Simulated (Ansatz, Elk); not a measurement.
## Bonding as seen by X-rays: RbHg

The structure of RbHg used here is made up (a known structure type with other elements) and was relaxed beforehand with PBEsol. The aim is the Fourier transform of its all-electron density, F(hkl), set beside the sum over free spherical atoms that refinements use.

Main program and level: Elk 11.2.3 (patched build); DFT, PBE, all-electron APW+lo, Dirac cores, scalar-relativistic bands, static density, no spin.

This account leaves out most program logs.

The structure was built from a prototype and need not be the compound's stable phase.

### 1. Set-up

It takes space group R-3m (No. 166, trigonal). The conventional cell has a = 4.792 Å, b = 4.792 Å, c = 13.842 Å, α = 90.00°, β = 90.00°, γ = 120.00°. Nearest to Hg lie 6 Rb at 3.60 Å. Rb has 6 Hg at 3.60 Å nearest. Farther neighbours are not listed.

### 2. Ground state and structure factors

An all-electron density is needed, since X-rays see the cores too. Task 0 finds the density and task 195 Fourier-transforms it; tshift is off so that phases refer to the origin typed.

The input, elk.in:

```
tasks
  0
  195

xctype
  20

spinpol
  .false.

rgkmax
  7.0

gmaxvr
  14.0

lmaxo
  7

lmaxapw
  8

swidth
  0.002

tshift
  .false.

ramdisk
  .false.

hmaxvr
  5.5

maxscl
  120

epspot
  1e-06

sppath
  './'

avec
  4.52761226712 2.61401816099 8.71891964421
  -4.52761226712 2.61401816099 8.71891964421
  0.00000000000 -5.22803632264 8.71891964402

atoms
  2
  'Hg.in'
  1
  -0.0000000000 0.0000000000 0.0000000000   0.000000 0.000000 0.000000
  'Rb.in'
  1
  0.5000000000 0.5000000000 0.5000000000   0.000000 0.000000 0.000000

ngridk
  6 6 6
```

Launch:

```console
$ OMP_NUM_THREADS=4 elk
```

It took 10 s on 4 threads of Intel Xeon 6975P-C (Granite Rapids), shared host; peak memory 0.15 GiB; 22 s of CPU time.

SFACRHO.OUT:

```text

h k l indices transformed by vhmat matrix:
   1.000000000       0.000000000       0.000000000    
   0.000000000       1.000000000       0.000000000    
   0.000000000       0.000000000       1.000000000    

      h      k      l  multipl.   |H|            Re(F)            Im(F)           |F|

      0      0      0      1   0.0000000       117.00000      0.55297797E-16   117.00000    
     -1     -1     -1      2  0.72063806       41.874945     -0.11033775E-13   41.874945    
      0      0     -1      6  0.83645107       41.289009     -0.17715611E-13   41.289009    
      1      0      1      6  0.93421453       105.01346     -0.76708010E-14   105.01346    
      1      1      2      6   1.2510725       98.863389     -0.14565069E-13   98.863389    
      1      0     -1      6   1.3877481       96.227281      0.15458087E-13   96.227281    
      2      2      2      2   1.4412761       95.191146     -0.20599769E-13   95.191146    
      1      2      2      6   1.4437803       37.942907     -0.31572851E-13   37.942907    
     -2     -1      0     12   1.5637020       37.297426      0.38640037E-13   37.297426    
     -1      1     -1      6   1.6203380       36.990700     -0.15528402E-13   36.990700    
      0     -2      0      6   1.6729021       90.877395     -0.17254117E-13   90.877395    
     -3     -2     -2      6   1.8626199       35.664276     -0.22042485E-13   35.664276    
     -2     -2      0      6   1.8684291       87.423609     -0.33336841E-13   87.423609    
      2      3      1     12   2.0007803       85.172545     -0.18214906E-13   85.172545    
     -3     -1     -1      6   2.0025849       34.900279      0.29118103E-13   34.900279    
     -2     -3     -3      6   2.0820386       83.835693      0.24197436E-13   83.835693    
      1      0     -2     12   2.1333870       34.184636     -0.25020308E-13   34.184636    
      3      3      3      2   2.1619142       34.035749     -0.59142977E-13   34.035749
```

Elk indexes on the primitive cell of elk.in and gives |H| = 4π sin θ/λ in inverse bohr. Below, one row stands for each form hkl of the conventional cell (m members, Friedel mates merged), F is for one primitive cell and the density is static (no thermal factor). Free-atom factors are Waasmaier and Kirfel's, and R is Σm||F|−|F'||/Σm|F|.

```
hkl   m  sin θ/λ (Å⁻¹)  abs F, DFT  neutral atoms   diff.
003   2          0.108      41.875         41.914  -0.040
101   6          0.126      41.289         41.363  -0.074
012   6          0.141     105.013        105.089  -0.076
104   6          0.188      98.863         98.948  -0.085
110   6          0.209      96.227         96.302  -0.075
006   2          0.217      95.191         95.279  -0.088
015   6          0.217      37.943         38.058  -0.115
113  12          0.235      37.297         37.403  -0.105
021   6          0.244      36.991         37.093  -0.103
202   6          0.252      90.877         90.967  -0.090
107   6          0.280      35.664         35.769  -0.104
024   6          0.281      87.424         87.506  -0.082
116  12          0.301      85.172         85.263  -0.091
205   6          0.301      34.900         34.999  -0.099
```

### 3. The highest occupied states alone

An energy window below the Fermi level keeps the highest occupied states, to see at which angles they scatter; shallow core shells can lie inside it and anion s states outside. No new self-consistency is needed.

elk.in, as its differences from that of step 2:

```diff
@@ -1,3 +1,2 @@
 tasks
-  0
   195
@@ -40,2 +39,5 @@
 
+wsfac
+  -0.454410 0.396830
+
 sppath
```

Launch:

```console
$ OMP_NUM_THREADS=4 elk
```

It took 4.2 s on 4 threads; peak memory 0.16 GiB; 6.1 s of CPU time.

States within 15 eV below the Fermi level hold 19.00 electrons; any levels below the window count with the cores. Their amplitudes can exceed the total, where window and core parts have opposite phase:

```
hkl  sin θ/λ (Å⁻¹)  abs F, window  abs F, all
003          0.108          4.460      41.875
101          0.126          4.078      41.289
012          0.141         10.936     105.013
104          0.188          7.588      98.863
110          0.209          6.319      96.227
006          0.217          5.839      95.191
015          0.217          2.283      37.943
113          0.235          2.028      37.297
021          0.244          1.914      36.991
202          0.252          4.048      90.877
```

### 4. Another functional

The difference from free atoms is small, so it is set against the change that LDA (Perdew-Wang) makes.

elk.in, as its differences from that of step 3:

```diff
@@ -1,2 +1,3 @@
 tasks
+  0
   195
@@ -4,3 +5,3 @@
 xctype
-  20
+  3
 
@@ -39,5 +40,2 @@
 
-wsfac
-  -0.454410 0.396830
-
 sppath
```

Launch:

```console
$ OMP_NUM_THREADS=4 elk
```

The job ended after 6.7 s (4 threads; peak memory 0.16 GiB; 14 s of CPU time).

Against the first run R = 0.02 %; the largest change is -0.018 at 1 3 16.

### 5. Basis size

A smaller basis shows how fast F responds to it; the change is likely larger than the basis error of the first run, but doesn't show convergence.

elk.in, as its differences from that of step 4:

```diff
@@ -5,3 +5,3 @@
 xctype
-  3
+  20
 
@@ -11,3 +11,3 @@
 rgkmax
-  7.0
+  5.5
```

Launch:

```console
$ OMP_NUM_THREADS=4 elk
```

Elapsed: 9.6 s, on 4 threads; peak memory 0.16 GiB; 20 s of CPU time.

Against the first run R = 0.01 %; the largest change is +0.044 at 122.

### 6. Basis size

The basis and the expansions that go with it are enlarged, to see whether the differences are converged.

elk.in, as its differences from that of step 5:

```diff
@@ -11,12 +11,12 @@
 rgkmax
-  5.5
+  8.5
 
 gmaxvr
-  14.0
+  18.0
 
 lmaxo
-  7
+  9
 
 lmaxapw
-  8
+  10
```

Launch:

```console
$ OMP_NUM_THREADS=4 elk
```

Elapsed: 22 s, on 4 threads; peak memory 0.31 GiB; 44 s of CPU time.

Against the first run R = 0.00 %; the largest change is -0.008 at 208.

### 7. Settings against the effect

```
                              run  R against the first run (%)  R against neutral atoms, low angle (%)  wall time
                    PBE, rgkmax 7                         0.00                                    0.14       10 s
                LDA (Perdew-Wang)                         0.02                                    0.15      6.7 s
                       rgkmax 5.5                         0.01                                    0.14      9.6 s
rgkmax 8.5 with larger expansions                         0.00                                    0.14       22 s
```

### 8. Summary of results

```
R against neutral atoms, sin θ/λ < 0.3 Å⁻¹ : 0.14 %
R against neutral atoms, 0.3 to 0.75 Å⁻¹   : 0.11 %
```

**Reading.** Independent neutral atoms miss the calculated amplitudes by R = 0.14 % below 0.3 Å⁻¹ and 0.11 % from there to 0.75 Å⁻¹; by shells, 0.10 % below 0.15 Å⁻¹ (3 forms), 0.15 % 0.15 to 0.3 (9 forms), 0.09 % 0.3 to 0.45 (26 forms), 0.12 % above 0.45 (111 forms). Bonding, aspherical density and the tables' own atoms all enter these figures, and the runs don't part them. The largest change of an amplitude is -0.12 electrons, at 015. The window's part falls from 19.0 electrons at the origin to at most 0.41 between 0.45 and 0.75 Å⁻¹. The window holds more than the 13 outer electrons of the free atoms, so shallow core shells lie inside it. Below 0.3 Å⁻¹ the changes that finished (LDA (Perdew-Wang), rgkmax 5.5 and rgkmax 8.5 with larger expansions) move F by R = 0.03 % at most, against the 0.14 % that separates it from free atoms. A single amplitude moves by up to 0.04 electrons, against 0.12 for the largest difference from free atoms. The k-mesh has no finished test. Spin-orbit coupling is left out, which can matter for elements this heavy. Part of the difference isn't bonding: the tables are fits to free atoms and ions calculated by other methods than this functional. Thermal motion, anomalous dispersion and extinction are left out.

[Logs are printed without paths, hosts, clocks, repeated set-up lines and the standing remarks that a program may print on its own settings, such as how far it seeks lower states.]

[Hosts, paths, dates, database ids (printed as entryN), source tags and the programs' standing remarks are cut or masked in the printed files.]
